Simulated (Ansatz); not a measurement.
# Elastic response of random rock-salt alloy of NbC and TiC (64 atoms), part 3 of 3

How stiff is random rock-salt alloy of NbC and TiC (64 atoms)?

Ansatz 0.2.0; Kohn-Sham DFT, PBE, PAW (set soft_1), plane waves.

So far. Step 8 (Volume +6 %): The relaxation converged after 2 steps, 0.00605 eV below its start, with a largest force component of 0.017 eV/Å. Step 8 (Volume +6 %): Volume +6 %: the energy stands 1.73 eV above that of the reference, at a pressure of -13.4 GPa.

### 9. Volume -10 %

The relaxed cell is scaled to another volume.

File input.yaml:

```yaml
crystal:
  lattice:
    - [8.40612, 0.00017, 0.00102]
    - [0.00017, 8.40036, -0.00018]
    - [0.00102, -0.00018, 8.40561]
  atoms:
    [... the 64 atom lines of step 4 ...]
kpoints:
  mp_grid: { grid: [2, 2, 2] }
hamiltonian:
  xc: pbe
  pseudopotentials: { kind: paw, azcp: { folder: soft_1 } }
scf:
  occupations: { method: gaussian, width: 0.05 }
output:
  forces: true
  eigenvalues: true
  stress: true
relax:
  f_tol: 0.05
  max_steps: 70
```

The run is started by

```bash
$ ansatz run input.yaml --threads 8 --pin off --max-ram 15872MiB --backend cpu --events-out ev --progress --plain --runs-dir out
```

Numbers of over 12 decimals in the logs are rounded to 6 here.

Output:

```text
[...]
Crystal: 64 atoms, lattice volume = 593.557 Å³
Basis set: ecut = 420 eV, 11633 PW (Γ), exchange–correlation on 120×120×120 points (8 copies of the dense FFT grid, shifted against one another)
Bands: 322, of which v1, the nominal top of the filled ones, is band 258 counted from 1 (257 counted from 0)
Symmetry: 1 space group operations
[...]
k-points: 8
[...]
SCF iter   1: F=—  HF=-96321.960280 eV  |F-HF|=—  |Δ(HF+E_count)|=         —  Δρ=1.58e-1  dr2=2.03e2  ethr=3.10e-3  ⟨swp⟩=4.1  Hψ=7833  notcnv=0  defer=1
[...]
SCF iter   6: F=—  HF=-96277.074031 eV  |F-HF|=—  |Δ(HF+E_count)|=   1.85e-3  Δρ=1.08e-4  dr2=7.37e-5  ethr=1.61e-6  ⟨swp⟩=2.0  Hψ=3561  notcnv=0  defer=406
SCF iter   7: F=-96277.074016 eV  HF=-96277.074025 eV  |F-HF|=8.42e-6  |Δ(HF+E_count)|=   6.00e-6  Δρ=3.47e-5  dr2=1.11e-5  ethr=1.21e-8  ⟨swp⟩=12.9  Hψ=12081  notcnv=0
SCF 1 converged in 7 iterations: F = -96277.074016 eV  dr2 = 1.11e-5
[...]
relax step   1: F+E_penalty+E_count = -96277.07401616 eV  Δ(F+E_penalty+E_count) = +0.000e0 eV  max|allowed force component| = 2.578e-1 eV/Å  Δτ_max = 0.0000 Å  (7 SCF iters, dr2 threshold 6.25e-5 eV, accepted)
[...]
relax step   2: F+E_penalty+E_count = -96277.09726686 eV  Δ(F+E_penalty+E_count) = -2.325e-2 eV  max|allowed force component| = 3.777e-2 eV/Å  Δτ_max = 0.0104 Å  (6 SCF iters, dr2 threshold 4.15e-6 eV, accepted)
[...]
relax step   3: F+E_penalty+E_count = -96277.09726686 eV  Δ(F+E_penalty+E_count) = -1.644e-9 eV  max|allowed force component| = 3.777e-2 eV/Å  Δτ_max = 0.0000 Å  (6 SCF iters, accepted)
SCF converged after 6 iterations
Free energy (F): -96277.097267 eV
[...]
Internal energy: -96277.090919 eV  (E = F + TS)
E sigma→0 (E₀):  -96277.094093 eV
Entropy (-TS):   -0.006348 eV (-0.099 meV/atom)
Fermi energy:    17.070808 eV
[...]
Σ components = -96277.097267   (vs F -96277.097267, Δ=0.00e0)
--- Forces (eV/Å), atoms counted from 1 ---
  atom   1  Ti    -0.00609018     0.01050078    -0.00075635
  atom   2  C     -0.00104602    -0.00791905    -0.00162108
  atom   3  Ti     0.00719418    -0.00147090     0.00009817
  atom   4  C     -0.00420552    -0.00255046    -0.02218427
[...]
atom  64  C      0.01042385    -0.00426468    -0.01021147
  max |Σ_I F_I| component: 4.27e-6 eV/Å
--- Stress (GPa, compression-positive) ---
       33.723378      -0.008727       0.025291
       -0.008727      33.244866       0.008249
        0.025291       0.008249      33.763957
  P = ⅓ Tr σ = 33.5774 GPa (335.774 kbar)
--- Band table (eV; the first three rows and the last of 8) ---
[...]
--- Relaxed structure (3 steps of the walk, 3 accepted, 0 SCFs on fresh bases) ---
  F+E_penalty+E_count = -96277.09726686 eV   max|allowed force component| = 3.777e-2 eV/Å
  atoms:
    - { symbol: Ti, position: [0.00119729, 0.999475, 0.998946] }
    - { symbol: C, position: [0.250325, 0.999785, 0.999695] }
    - { symbol: Ti, position: [0.000192891, 0.250393, 0.249781] }
    - { symbol: C, position: [0.250153, 0.250402, 0.246718] }
[...]
- { symbol: C, position: [0.500292, 0.750401, 0.499854] }
```

It took 18 s on 8 threads of AMD EPYC 9B45 (Zen 5), shared host; peak memory 7.1 GiB.

The relaxation converged after 3 steps, 0.0233 eV below its start, with a largest force component of 0.038 eV/Å.

Volume -10 %: the energy stands 6.33 eV above that of the reference, at a pressure of 33.6 GPa.

### 10. Stretched by 1 % along x

The relaxed cell is strained along x alone, which gives the stiffness along x and its coupling to y and z.

input.yaml, the sections that differ from step 9:

```yaml
crystal:
  lattice:
    - [8.79366, 0.00018, 0.00106]
    - [0.00018, 8.70062, -0.00019]
    - [0.00107, -0.00019, 8.70606]
  atoms:
    [... the 64 atom lines of step 4 ...]
# kpoints, hamiltonian, scf, output, relax: as in step 9
```

Output:

```text
[...]
Crystal: 64 atoms, lattice volume = 666.103 Å³
Basis set: ecut = 420 eV, 13061 PW (Γ), exchange–correlation on 120×120×120 points (8 copies of the dense FFT grid, shifted against one another)
Bands: 322, of which v1, the nominal top of the filled ones, is band 258 counted from 1 (257 counted from 0)
Symmetry: 1 space group operations
[...]
k-points: 8
[...]
SCF iter   1: F=—  HF=-96325.707744 eV  |F-HF|=—  |Δ(HF+E_count)|=         —  Δρ=1.46e-1  dr2=2.06e2  ethr=3.10e-3  ⟨swp⟩=4.0  Hψ=7855  notcnv=0
[...]
SCF iter   7: F=-96283.322614 eV  HF=-96283.322630 eV  |F-HF|=1.63e-5  |Δ(HF+E_count)|=   3.00e-6  Δρ=3.52e-5  dr2=1.94e-5  ethr=1.21e-8  ⟨swp⟩=11.8  Hψ=12953  notcnv=0
SCF 1 converged in 7 iterations: F = -96283.322614 eV  dr2 = 1.94e-5
[...]
relax step   1: F+E_penalty+E_count = -96283.32261352 eV  Δ(F+E_penalty+E_count) = +0.000e0 eV  max|allowed force component| = 5.814e-2 eV/Å  Δτ_max = 0.0000 Å  (7 SCF iters, dr2 threshold 6.25e-5 eV, accepted)
[...]
SCF iter   6: F=-96283.323258 eV  HF=-96283.323258 eV  |F-HF|=2.33e-10  |Δ(HF+E_count)|=  3.49e-10  Δρ=3.42e-7  dr2=6.69e-10  ethr=2.38e-12  ⟨swp⟩=4.8  Hψ=8040  notcnv=0
SCF 2 converged in 6 iterations: F = -96283.323258 eV  dr2 = 6.69e-10
[...]
relax step   2: F+E_penalty+E_count = -96283.32325833 eV  Δ(F+E_penalty+E_count) = -6.448e-4 eV  max|allowed force component| = 1.364e-2 eV/Å  Δτ_max = 0.0034 Å  (6 SCF iters, accepted)
SCF converged after 6 iterations
Free energy (F): -96283.323258 eV
[...]
Internal energy: -96283.313975 eV  (E = F + TS)
E sigma→0 (E₀):  -96283.318617 eV
Entropy (-TS):   -0.009283 eV (-0.145 meV/atom)
Fermi energy:    15.015908 eV
[...]
--- Forces (eV/Å), atoms counted from 1 ---
  atom   1  Ti    -0.00489472     0.00018782    -0.00449601
  atom   2  C     -0.00404718     0.00034834    -0.00082348
  atom   3  Ti     0.00567151    -0.00179804     0.00131472
  atom   4  C     -0.00381553    -0.00352084    -0.00561044
  atom   5  Ti     0.00399421     0.00083678     0.00046745
  atom   6  C      0.00123493     0.00076748    -0.00266958
  atom   7  Ti     0.00531212    -0.00109753    -0.00517184
  atom   8  C     -0.00816377    -0.00025628    -0.00198120
  atom   9  Ti    -0.00021693     0.00711814    -0.00318778
  atom  10  C      0.00091326    -0.00668203     0.00083332
  atom  11  Ti     0.00781469     0.00154662     0.00088164
  atom  12  C      0.00935785    -0.00064710     0.00976863
  atom  13  Ti     0.00338063    -0.00468823     0.00106012
  atom  14  C     -0.00190735     0.00500673     0.00058547
[...]
atom  63  Ti    -0.00046560    -0.00121923     0.00463292
  atom  64  C      0.00198665    -0.00275410    -0.01163695
  max |Σ_I F_I| component: 8.55e-6 eV/Å
--- Stress (GPa, compression-positive) ---
       -5.177295      -0.008413       0.014147
       -0.008413      -1.058281       0.008179
        0.014147       0.008179      -1.156091
  P = ⅓ Tr σ = -2.4639 GPa (-24.639 kbar)
--- Band table (eV; the first three rows and the last of 8) ---
[...]
--- Relaxed structure (2 steps of the walk, 2 accepted, 0 SCFs on fresh bases) ---
  F+E_penalty+E_count = -96283.32325833 eV   max|allowed force component| = 1.364e-2 eV/Å
  atoms:
    - { symbol: Ti, position: [0.0012122, 0.999319, 0.998967] }
    - { symbol: C, position: [0.250305, 0.999655, 0.999734] }
    - { symbol: Ti, position: [0.000179248, 0.250406, 0.249766] }
    - { symbol: C, position: [0.250115, 0.250426, 0.247622] }
[...]
- { symbol: C, position: [0.500343, 0.750396, 0.499872] }
```

It took 16 s on 8 threads; peak memory 7.7 GiB; 2 min of CPU time.

The relaxation converged after 2 steps, 6.4e-4 eV below its start, with a largest force component of 0.014 eV/Å.

Stretched by 1 % along x: the energy stands 0.108 eV above that of the reference, at a pressure of -2.46 GPa.

### 11. Pressure against volume

Atoms are relaxed at each volume, in the scaled cell.

```csv
volume change (%),volume (Å³/atom),energy change (meV/atom),pressure (GPa),largest move on relaxing (Å),bonds
-10,9.274,98.96,33.58,0.01,192
-6,9.687,33.14,18.10,0.01,192
-3,9.996,7.88,8.37,0.00,192
+0,10.305,0.00,0.01,-,192
+3,10.614,7.11,-7.19,0.00,192
+6,10.923,27.10,-13.36,0.01,192
```

### 12. Uniaxial strain and shear

Stress (GPa, compression positive) less that of the relaxed cell, atoms relaxed:

```csv
strain,xx,yy,zz,xy,energy change (meV/atom)
stretched by 1 % along x,-5.179,-1.052,-1.182,0.000,1.68
```

### 13. Outcome

The bulk modulus, from the slope of pressure against ln V over the three points nearest the relaxed volume, is 259 GPa; a quadratic over all points gives a pressure derivative of about 4.3.

**Limits.** Strains are finite and relaxations stop at the force tolerance of the input, which can leave moduli too stiff; they are those of a static cell at zero temperature. Volumes are changed with the cell's shape held, so in an anisotropic solid the modulus lies over the one under free hydrostatic load. The program notes that the SCF threshold of the relaxations is loose for the stress. The host structure and its lattice constant were typed by rule, without a check against the phase diagram.

The DFT runs together took 2.5 min of wall time.

[Logs are printed without paths, hosts, clocks, repeated set-up lines and the standing remarks that a program may print on its own settings, such as how far it seeks lower states.]

[Hosts, paths, dates, database ids (printed as entryN), source tags and the programs' standing remarks are cut or masked in the printed files.]
